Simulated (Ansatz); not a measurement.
# Decaying states in the gap of IF, part 4 of 4

A new crystal, IF: structure, gap and complex bands. It is built by putting I for part of the F in the F structure of space group C2/c, with the volume rescaled by atomic radii. The parent structure comes from the Materials Project.

Ansatz 0.2.0; PBEsol DFT, plane waves, PAW files (the session's first sound run).

So far, gap on path (eV): step 3 (band edges, PBEsol) 0.638; step 6 (LDA) 0.564.

The structure was built from a prototype and need not be the compound's stable phase.

## 8. The same cell, other settings (continued)

Level of this step: PBEsol DFT, plane waves, PAW files; complex bands by layer matching along the plane's normal; changed: scf.lower_state_search = "standard", crystal.symmetry = {"detect": false} (Ansatz).

K parallel (0.0521, 0.0521). Re kz of states that move upwards against energy, zero at the highest filled level on the SCF mesh:

| energy (eV) | channel 1 (Å⁻¹) | channel 2 (Å⁻¹) |
| --- | --- | --- |
| -1.00 | 0.415 | - |
| -0.95 | 0.435 | - |
| -0.85 | -0.471 | - |
| -0.80 | -0.451 | - |
| -0.70 | -0.411 | - |
| -0.65 | -0.391 | - |
| -0.60 | -0.371 | - |
| -0.50 | -0.329 | 0.200 |
| -0.45 | -0.308 | 0.350 |
| -0.35 | -0.439 | -0.261 |
| -0.30 | -0.376 | -0.236 |
| -0.25 | -0.317 | -0.208 |
| -0.15 | -0.197 | -0.131 |
| -0.10 | -0.137 | - |
| 0.00 | 0.0796 | - |
| 0.05 | - | - |
| 0.10 | - | - |
| 0.20 | - | - |
| 0.25 | - | - |
| 0.35 | - | - |
| 0.40 | - | - |
| 0.50 | - | - |
| 0.55 | - | - |
| 0.60 | - | - |
| 0.70 | - | - |
| 0.75 | - | - |
| 0.85 | - | - |
| 0.90 | - | - |
| 0.95 | - | - |
| 1.05 | 0.143 | - |
| 1.10 | 0.171 | - |
| 1.20 | 0.216 | - |
| 1.25 | 0.235 | - |
| 1.30 | 0.252 | - |
| 1.40 | 0.284 | - |
| 1.45 | 0.299 | - |
| 1.55 | 0.328 | - |
| 1.60 | 0.341 | - |

The least decay constant is 0.161 Å⁻¹ against 0.161 Å⁻¹ in the twin: no change within 1 %, at 1.3 times the CPU time.

## 9. A repeat with changed settings

In this try the input is made faulty on purpose, to show what that does.

This step: PBEsol DFT, plane waves, PAW files; complex bands by layer matching along the plane's normal; changed: scf.max_iter = 3 (Ansatz 0.2.0).

Input file input.yaml:

```yaml
crystal:
  lattice:
    - [4.595199729, 0.0, 0.0]
    - [2.906851554, 3.558942904, 0.0]
    - [-3.440671981, -1.632240926, 6.642945511]
  atoms:
    - { symbol: I, position: [0.7498942493, 0.7501501261, 0.625030646] }
    - { symbol: F, position: [0.0011142385, 0.498841386, 0.874969354] }
    - { symbol: F, position: [0.498841386, 0.0011142385, 0.374969354] }
    - { symbol: I, position: [0.7501501261, 0.7498942493, 0.125030646] }
kpoints:
  mp_grid: { grid: [8, 8, 4] }
scf:
  occupations: { method: fixed }
  max_iter: 3
hamiltonian:
  xc: pbesol
output:
  eigenvalues: true
  transmission:
    leads: [[0, 0]]
    kpoints: [[0.0, 0.0], [0.1901, 0.375], [0.0521, 0.0521]]
    e_range: [-1.0, 1.64]
    de: 0.05
```

The run is started by

```console
$ ansatz run input.yaml --threads 2 --pin off --max-ram 4096MiB --backend cpu --events-out ev --progress --plain --runs-dir out
```

Numbers of over 12 decimals in the logs are rounded to 6 here.

What it wrote:

```text
Engine: ansatz 0.2.0, x86_64-unknown-linux-gnu
Pseudopotentials: kind: paw
Pseudopotential: I, paw, valence charge 17, recommended cutoff 420 eV (normal), I.paw.azcp
Pseudopotential: F, paw, valence charge 7, recommended cutoff 420 eV (normal), F.paw.azcp
Functional definition: PBEsol
  exchange = pbesol_x
  correlation = pbesol_c
Crystal: 4 atoms, lattice volume = 108.639 Å³
Basis set: ecut = 420 eV, 2131 PW (Γ)
Bands: 29, of which v1, the nominal top of the filled ones, is band 24 counted from 1 (23 counted from 0)
Symmetry: 2 space group operations
Space group: Cc (ITA 9), of the structure as read, at distance tolerance 4.8e-5 Å
k-points: 78 of 256 (time reversal used)
Non-local potential: I, projectors of the file, l = 0: 2, l = 1: 2, l = 2: 2, l = 3: 2
Non-local potential: F, projectors of the file, l = 0: 2, l = 1: 2, l = 2: 1
PAW form: soft (Blöchl's): semilocal exchange-correlation on the pseudo side does not see the compensation charge
PAW frozen core: I, regenerated for the run's functional, and the local potential with it (the file was generated under x = pbe(κ = 0.804, μ = 0.219515), c = pbe(β = 0.066725))
PAW frozen core: F, regenerated for the run's functional, and the local potential with it (the file was generated under x = pbe(κ = 0.804, μ = 0.219515), c = pbe(β = 0.066725))
PAW one-centre angular grid: I, 590 points (default); XC on 64 Gauss nodes
PAW one-centre angular grid: F, 110 points (default); XC on 64 Gauss nodes
Initial density: superposition of atomic densities (neutral atoms: chi_scale 0, normalization atom), corrected by the library's trained network
Initial wavefunctions: pseudopotential atomic-orbital guess
Functional: x = pbesol(κ = 0.804, μ = 0.123457), c = pbesol(β = 0.046)
SCF iter   1: F=—  HF=-16462.678242 eV  |F-HF|=—  |Δ(HF+E_count)|=         —  Δρ=1.19e-2  dr2=1.10e-1  ethr=1.77e-3  ⟨swp⟩=10.2  Hψ=24386  notcnv=0
preconditioner: auto → Resta (q_TF=auto, 2.381 Å⁻¹)  ε∞=3.8  [insulator: Δε(μ)=0.807 eV  Ē_g=10.346 eV  n_scr=28 (ndim 8)  ℏωp=17.5 eV  f_vac=0.160  ε∞_Penn≈3.8]
SCF iter   2: F=—  HF=-16462.653168 eV  |F-HF|=—  |Δ(HF+E_count)|=   2.51e-2  Δρ=4.18e-3  dr2=1.13e-2  ethr=2.30e-4  ⟨swp⟩=7.0  Hψ=13870  notcnv=0
SCF iter   3: F=—  HF=-16462.651372 eV  |F-HF|=—  |Δ(HF+E_count)|=   1.80e-3  Δρ=1.38e-3  dr2=2.52e-3  ethr=2.36e-5  ⟨swp⟩=6.2  Hψ=13824  notcnv=0
Error: did not converge after 3 iterations: dr2 = 2.52e-3 (threshold 1.00e-7), under the density mixer `msr1`, which `scf.mixing.algorithm: auto` chose by the deck's other keys (type `scf.mixing.algorithm: msr1` to keep it); at k-index 45, counted from 0 in this SCF's own list of k-points, the highest band that the last eigensolve's fill by count filled, 3.855830 eV, and the lowest that it left empty, 4.729732 eV, la [...]
```

It took 6.8 s on 2 threads of Intel Xeon Platinum 8488C (Sapphire Rapids), shared host; peak memory 0.47 GiB.

The run stopped without converging, so none of its numbers is a property of the system.

The program's message: “Error: did not converge after 3 iterations: dr2 = 2.52e-3 (threshold 1.00e-7), under the density mixer `msr1`, which `scf.mixing.algorithm: auto` chose by the deck's other keys (type `scf.mixing.algor …”

The fault put into the input: too few SCF iterations (scf.max_iter = 3).

## 10. Outcome

| Property | Result |
| --- | --- |
| band gap | 0.638 eV |
| least decay constant at mid-gap, normal to (001) | 0.161 Å⁻¹ |
| least decay constant on a mesh, normal to (001) | 0.168 Å⁻¹ |
| least decay constant, LDA | 0.154 Å⁻¹ |

**Reading.** With PBEsol, the slowest decay at the wavevectors tried is κ = 0.161 Å⁻¹, normal to (001). Through such a film the transmission near mid-gap falls as exp(−2κd), a factor of ten every 7.2 Å. A free electron under a barrier of half the gap would need a mass of 0.31 mₑ to decay at this rate. The slowest decay isn't at the zone centre. With LDA the gap goes from 0.638 to 0.564 eV and the decay constant, over the first 2 listed wavevectors (which shift with the band edges), from 0.161 to 0.154 Å⁻¹. The compound is made up by substitution; its stability against other phases and against distortions of the cell's symmetry was not tested. A semilocal functional narrows gaps, while spin-orbit coupling, left out here, narrows them in compounds of heavy elements, so the error in κ can go either way.

[Logs are printed without paths, hosts, clocks, repeated set-up lines and the standing remarks that a program may print on its own settings, such as how far it seeks lower states.]

[Hosts, paths, dates, database ids (printed as entryN), source tags and the programs' standing remarks are cut or masked in the printed files.]
